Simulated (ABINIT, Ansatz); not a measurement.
# PbO (P4/nmm): G0W0 with ABINIT, start to end

Wanted: ground state, empty states, screening and self-energy for PbO (P4/nmm).

Calculated with ABINIT 10.8.3; PBE and many-body steps on it, plane waves.

Report form: the programs' logs are mostly left out.

The database entry behind the starting cell differs from later determinations by our own check (c about 1 % long), so it need not match the best structure at ambient conditions.

## Step 1: Starting point

Symmetry: P4/nmm, No. 129, tetragonal system. The conventional cell has a = 3.975 Å, b = 3.975 Å, c = 5.023 Å, α = 90.00°, β = 90.00°, γ = 90.00°. Nearest to Pb lie 4 O at 2.32 Å. Nearest to O lie 4 Pb at 2.32 Å. Farther neighbours and most contacts between anions are not listed.

The cell and positions come from the Crystallography Open Database and are kept as given unless a step says otherwise. Spin-orbit coupling is left out unless a step names it.

## Step 2: Ground state

This step: ABINIT 10.8.3; DFT, PBE, plane waves, norm-conserving pseudopotentials.

The ground-state density comes first.

Contents of run.abi:

```
acell 3*1.0 Angstrom
rprim 
  3.974800000000 0.000000000000 0.000000000000
  0.000000000000 3.974800000000 0.000000000000
  0.000000000000 0.000000000000 5.022700000000
ntypat 2
znucl 82 8
natom 4
typat 1 1 2 2
xred 
  0.000000000000 0.500000000000 0.238514000000
  0.500000000000 0.000000000000 0.761486000000
  0.000000000000 0.000000000000 0.000000000000
  0.500000000000 0.500000000000 0.000000000000
pp_dirpath "pseudos"
pseudos "Pb.upf, O.upf"
ecut 36
ngkpt 6 6 4
nshiftk 1
shiftk 0 0 0
kptopt 1
chksymbreak 0
nband 26
occopt 1
tolvrs 1e-10
nstep 60
prtwf 0
optforces 0
optstress 0
indata_prefix "in"
outdata_prefix "out"
tmpdata_prefix "tmp"
```

On the command line:

```bash
$ OMP_NUM_THREADS=1 mpirun -n 8 abinit run.abi > log
```

The job ended after 27 s (8 MPI ranks of Arm Neoverse V2, shared host; peak memory 0.75 GiB).

Numbers from this step:

```
total energy               : -4730.2758 eV
gap                        : 1.154 eV
k of the valence top       : 0, 0, 0
k of the conduction bottom : 0.5, 0.5, 0
least direct gap           : 2.145 eV
```

The gap is indirect, with the least direct gap 0.99 eV higher.

## Step 3: Bands along the symmetry lines

Levels along a band path, at the cheap level, show where the edges lie and whether the meshes to come will hold them.

Contents of run.abi:

```
acell 3*1.0 Angstrom
rprim 
  3.974800000000 0.000000000000 0.000000000000
  0.000000000000 3.974800000000 0.000000000000
  0.000000000000 0.000000000000 5.022700000000
ntypat 2
znucl 82 8
natom 4
typat 1 1 2 2
xred 
  0.000000000000 0.500000000000 0.238514000000
  0.500000000000 0.000000000000 0.761486000000
  0.000000000000 0.000000000000 0.000000000000
  0.500000000000 0.500000000000 0.000000000000
pp_dirpath "pseudos"
pseudos "Pb.upf, O.upf"
ecut 36
iscf -2
irdden 1
kptopt 0
nkpt 75
kpt 
  0.00000000 0.00000000 0.00000000
  0.00000000 0.06250000 0.00000000
  0.00000000 0.12500000 0.00000000
  0.00000000 0.18750000 0.00000000
  0.00000000 0.25000000 0.00000000
  0.00000000 0.31250000 0.00000000
  0.00000000 0.37500000 0.00000000
  0.00000000 0.43750000 0.00000000
  0.00000000 0.50000000 0.00000000
  0.06250000 0.50000000 0.00000000
  0.12500000 0.50000000 0.00000000
  0.18750000 0.50000000 0.00000000
  0.25000000 0.50000000 0.00000000
  0.31250000 0.50000000 0.00000000
  0.37500000 0.50000000 0.00000000
  0.43750000 0.50000000 0.00000000
  0.50000000 0.50000000 0.00000000
  0.43750000 0.43750000 0.00000000
  0.37500000 0.37500000 0.00000000
  0.31250000 0.31250000 0.00000000
  0.25000000 0.25000000 0.00000000
  0.18750000 0.18750000 0.00000000
  0.12500000 0.12500000 0.00000000
  0.06250000 0.06250000 0.00000000
  0.00000000 0.00000000 0.00000000
  0.00000000 0.00000000 0.06250000
  0.00000000 0.00000000 0.12500000
  0.00000000 0.00000000 0.18750000
  0.00000000 0.00000000 0.25000000
  0.00000000 0.00000000 0.31250000
  0.00000000 0.00000000 0.37500000
  0.00000000 0.00000000 0.43750000
  0.00000000 0.00000000 0.50000000
  0.00000000 0.06250000 0.50000000
  0.00000000 0.12500000 0.50000000
  0.00000000 0.18750000 0.50000000
  0.00000000 0.25000000 0.50000000
  0.00000000 0.31250000 0.50000000
  0.00000000 0.37500000 0.50000000
  0.00000000 0.43750000 0.50000000
  0.00000000 0.50000000 0.50000000
  0.06250000 0.50000000 0.50000000
  0.12500000 0.50000000 0.50000000
  0.18750000 0.50000000 0.50000000
  0.25000000 0.50000000 0.50000000
  0.31250000 0.50000000 0.50000000
  0.37500000 0.50000000 0.50000000
  0.43750000 0.50000000 0.50000000
  0.50000000 0.50000000 0.50000000
  0.43750000 0.43750000 0.50000000
  0.37500000 0.37500000 0.50000000
  0.31250000 0.31250000 0.50000000
  0.25000000 0.25000000 0.50000000
  0.18750000 0.18750000 0.50000000
  0.12500000 0.12500000 0.50000000
  0.06250000 0.06250000 0.50000000
  0.00000000 0.00000000 0.50000000
  0.00000000 0.50000000 0.00000000
  0.00000000 0.50000000 0.06250000
  0.00000000 0.50000000 0.12500000
  0.00000000 0.50000000 0.18750000
  0.00000000 0.50000000 0.25000000
  0.00000000 0.50000000 0.31250000
  0.00000000 0.50000000 0.37500000
  0.00000000 0.50000000 0.43750000
  0.00000000 0.50000000 0.50000000
  0.50000000 0.50000000 0.00000000
  0.50000000 0.50000000 0.06250000
  0.50000000 0.50000000 0.12500000
  0.50000000 0.50000000 0.18750000
  0.50000000 0.50000000 0.25000000
  0.50000000 0.50000000 0.31250000
  0.50000000 0.50000000 0.37500000
  0.50000000 0.50000000 0.43750000
  0.50000000 0.50000000 0.50000000
istwfk *1
nband 27
nbdbuf 2
tolwfr 1e-08
nstep 40
prtwf 0
prtvol 0
indata_prefix "in"
outdata_prefix "out"
tmpdata_prefix "tmp"
```

The job ended after 26 s (8 MPI ranks; peak memory 0.69 GiB).

This step gave:

```yaml
gap: 1.148 eV
k_of_the_valence_top: 0.0625, 0.0625, 0
k_of_the_conduction_bottom: 0.5, 0.5, 0
least_direct_gap: 2.145 eV
```

The gap is 1.148 eV, −0.007 eV from the run before at this level.

Electronic bands along the path, in eV, zero at the top of the highest filled band:

```tsv
point	band 17	band 18	band 19	band 20	band 21	band 22	band 23	band 24
Γ	-1.70	-1.61	-1.61	-0.01	2.38	5.55	5.57	5.57
halfway	-2.49	-2.02	-1.92	-0.23	3.53	3.54	5.53	5.89
X	-2.96	-2.96	-1.68	-1.68	3.36	3.36	6.62	6.62
halfway	-2.18	-2.18	-1.42	-1.42	2.49	2.49	5.40	5.40
M	-1.68	-1.68	-1.00	-1.00	1.15	1.15	5.23	5.23
halfway	-2.82	-2.70	-1.23	-0.51	3.04	3.40	4.72	5.14
Γ	-1.70	-1.61	-1.61	-0.01	2.38	5.55	5.57	5.57
halfway	-1.72	-1.63	-1.63	-0.38	2.08	4.52	4.52	5.02
Z	-1.74	-1.64	-1.64	-0.99	2.02	3.96	3.96	4.28
halfway	-2.32	-2.04	-1.14	-0.96	2.29	3.12	4.59	6.56
R	-2.93	-2.93	-1.01	-1.01	3.05	3.05	6.27	6.27
halfway	-1.71	-1.71	-1.49	-1.49	3.41	3.41	4.59	4.59
A	-2.26	-2.26	-1.00	-1.00	3.39	3.39	4.74	4.74
halfway	-2.75	-1.59	-1.22	-1.08	2.47	3.66	3.84	6.39
Z	-1.74	-1.64	-1.64	-0.99	2.02	3.96	3.96	4.28
jump to X	-2.96	-2.96	-1.68	-1.68	3.36	3.36	6.62	6.62
halfway	-2.94	-2.94	-1.30	-1.30	3.20	3.20	6.45	6.45
R	-2.93	-2.93	-1.01	-1.01	3.05	3.05	6.27	6.27
jump to M	-1.68	-1.68	-1.00	-1.00	1.15	1.15	5.23	5.23
halfway	-1.99	-1.99	-1.00	-1.00	1.98	1.98	5.54	5.54
A	-2.26	-2.26	-1.00	-1.00	3.39	3.39	4.74	4.74
```

## Step 4: Empty states on the mesh, 4×4×4 mesh, 264 bands

The sums over transitions need many empty states on a uniform mesh; this step solves for them.

Contents of run.abi:

```
acell 3*1.0 Angstrom
rprim 
  3.974800000000 0.000000000000 0.000000000000
  0.000000000000 3.974800000000 0.000000000000
  0.000000000000 0.000000000000 5.022700000000
ntypat 2
znucl 82 8
natom 4
typat 1 1 2 2
xred 
  0.000000000000 0.500000000000 0.238514000000
  0.500000000000 0.000000000000 0.761486000000
  0.000000000000 0.000000000000 0.000000000000
  0.500000000000 0.500000000000 0.000000000000
pp_dirpath "pseudos"
pseudos "Pb.upf, O.upf"
ecut 36
ngkpt 4 4 4
nshiftk 1
shiftk 0 0 0
kptopt 1
chksymbreak 0
irdden 1
istwfk *1
nband 264
prtvol 0
optdriver 6
gwr_task "HDIAGO"
paral_kgb 0
occopt 1
indata_prefix "in"
outdata_prefix "out"
tmpdata_prefix "tmp"
```

It took 4.9 min on 8 MPI ranks; peak memory 14 GiB; 39 min of CPU time.

Numbers from this step:

* gap: 1.154 eV
* k of the valence top: 0, 0, 0
* k of the conduction bottom: 0.5, 0.5, 0
* least direct gap: 2.145 eV
* k points computed: 18
* lowest point of the top converged band, above the valence top: 110.1637 eV

On this mesh the gap is 1.154 eV.

## Step 5: Screening, 4×4×4 mesh, 256 bands, screening to 217.7 eV

The RPA dielectric matrix is built and inverted for each q.

This step: RPA screening on PBE, plane waves, norm-conserving pseudopotentials.

Edit run.abi of step 4 so:

```diff
@@ -22,10 +22,11 @@
 chksymbreak 0
-irdden 1
 istwfk *1
-nband 264
-prtvol 0
-optdriver 6
-gwr_task "HDIAGO"
-paral_kgb 0
 occopt 1
+irdwfk 1
+optdriver 3
+nband 256
+ecuteps 8
+inclvkb 2
+awtr 1
+symchi 1
 indata_prefix "in"
```

Elapsed: 8.2 min, on 8 MPI ranks; peak memory 5.5 GiB; 65 min of CPU time.

This step gave:

```
ε∞ with local fields, on this mesh, along the program's q direction : 6.286
the same without local fields                                       : 7.285
plasma frequency                                                    : 26.36 eV
plane waves in the screening matrix                                 : 577
```

Local fields lower ε∞ by 14 %. On a Γ-centred mesh this coarse the value itself is usually too large, while a short band sum pulls it down.

## Step 6: Self-energy, 4×4×4 mesh, 256 bands, screening to 217.7 eV

The self-energy is evaluated for the states that the input lists, and the levels follow from it, in one-shot runs by the linearised quasiparticle equation.

This step: G0W0 on PBE, plane waves, norm-conserving pseudopotentials.

Edit run.abi of step 5 so:

```diff
@@ -25,8 +25,17 @@
 irdwfk 1
-optdriver 3
+optdriver 4
 nband 256
+gwcalctyp 0
+ecutsigx 36
+symsigma 1
+nkptgw 2
+kptgw 
+  0.0000000000 0.0000000000 0.0000000000
+  0.5000000000 0.5000000000 0.0000000000
+bdgw 
+  18 22
+  19 22
 ecuteps 8
-inclvkb 2
-awtr 1
-symchi 1
+irdscr 1
+ppmodel 1
 indata_prefix "in"
```

Wall time 70 s (8 MPI ranks); peak memory 6.5 GiB; 9.3 min of CPU time.

Numbers from this step:

- G0W0 gap on the points computed: 1.335 eV
- starting gap on the mesh: 1.154 eV
- k of the valence top: 0, 0, 0
- k of the conduction bottom: 0.5, 0.5, 0
- Z at the valence top: 0.782
- Z at the conduction bottom: 0.832
- least direct G0W0 gap on the computed points: 2.008 eV

The gap on the mesh goes from 1.15 eV to 1.33 eV, a correction of +0.18 eV.

Limits: finite bands, cutoff and mesh; exchange with frozen shells missing; no spin-orbit coupling; coarse k mesh. v1 is the top filled band, c1 the lowest empty one. Levels before and after the correction, in eV, zero at the valence-band top of each column:

```tsv
	conduction bottom	valence top
Kohn-Sham	1.15	0.00
G0W0	1.33	0.00
```

```tsv
	level	energy (eV)
Kohn-Sham	Γ v3-v2	-1.607
Kohn-Sham	Γ v1	0.000
Kohn-Sham	Γ c1	2.390
Kohn-Sham	Γ c2	5.561
Kohn-Sham	(0.5 0.5 0) v2-v1	-0.991
Kohn-Sham	(0.5 0.5 0) c1-c2	1.154
G0W0	Γ v3-v2	-1.463
G0W0	Γ v1	0.000
G0W0	Γ c1	2.623
G0W0	Γ c2	5.798
G0W0	(0.5 0.5 0) v2-v1	-0.673
G0W0	(0.5 0.5 0) c1-c2	1.335
```

## Step 7: Where the time went

Times are wall times on 8 MPI ranks of Arm Neoverse V2, shared host, good to a factor of about two.

```tsv
step	time	share	memory (GiB)
ground state	27 s	3 %	0.75
bands along the symmetry lines	26 s	3 %	0.69
empty states on the mesh	4.9 min	32 %	14
screening	8.2 min	54 %	5.5
self-energy	70 s	8 %	6.5
```

## Step 8: What came out

```yaml
pbe_gap: 1.15 eV, indirect
g0w0_gap_on_the_mesh: 1.33 eV
gw_settings: 4×4×4 mesh, 256 bands, screening to 217.7 eV, Godby-Needs plasmon pole
known_limits: not at the basis limit; exchange with frozen shells missing; no spin-orbit coupling; coarse k mesh
```

**Reading.** G0W0 moves the gap on the mesh from 1.15 eV to 1.33 eV (+0.18 eV), with Z of 0.78 and 0.83 at the edges. Local fields lower the RPA ε∞ on this mesh from 7.28 to 6.29; a Γ-centred mesh this coarse tends to raise both, most where the direct gap is narrow, while a short band sum lowers them. Only 2 of the mesh's irreducible points were corrected, so a valley elsewhere could overtake. The dearest step here is «screening». Bands and cutoff are finite, so the gap is not at the basis limit. The miss can reach some tenths of an eV and take either sign; the mesh is an error of its own. In the G0W0 run levels were corrected at 2 k points alone, so a gap called «on the mesh» is the least over those, and an edge elsewhere would be missed. The 4×4×4 mesh is coarse for this cell, which bears on the long-range parts of exchange and screening. Where an edge is built on 6p states of lead, bismuth or thallium, scalar-relativistic gaps usually stand too wide, by a few tenths to over one eV. The norm-conserving file of at least one element keeps a d shell over frozen s and p shells of the same row. Exchange with those shells is missing from the self-energy, an error of 0.3 to 0.9 eV in cases checked, whose sign depends on which edge lies on those atoms. The many-body steps are scalar-relativistic: spin-orbit coupling is not in them.

[Paths, hosts, dates, memory and timing lines, banners, echoed tables and standing remarks are left out of the program output.]

[Logs are printed without paths, hosts, clocks, repeated set-up lines and the standing remarks that a program may print on its own settings, such as how far it seeks lower states.]

[Runs of the session that timed out or met a known fault of the program may be left out.]

[Hosts, paths, dates, database ids (printed as entryN), source tags and the programs' standing remarks are cut or masked in the printed files.]

[G0W0 gaps are taken among the corrected bands and points alone; a level outside them can change the order at an edge.]

[Where Ansatz stands beside ABINIT at settings called matched, ABINIT's density can come from a denser mesh and the files from another edition; pairs whose starting gaps differed by over 0.03 eV were left out, so agreement reads better than it is.]
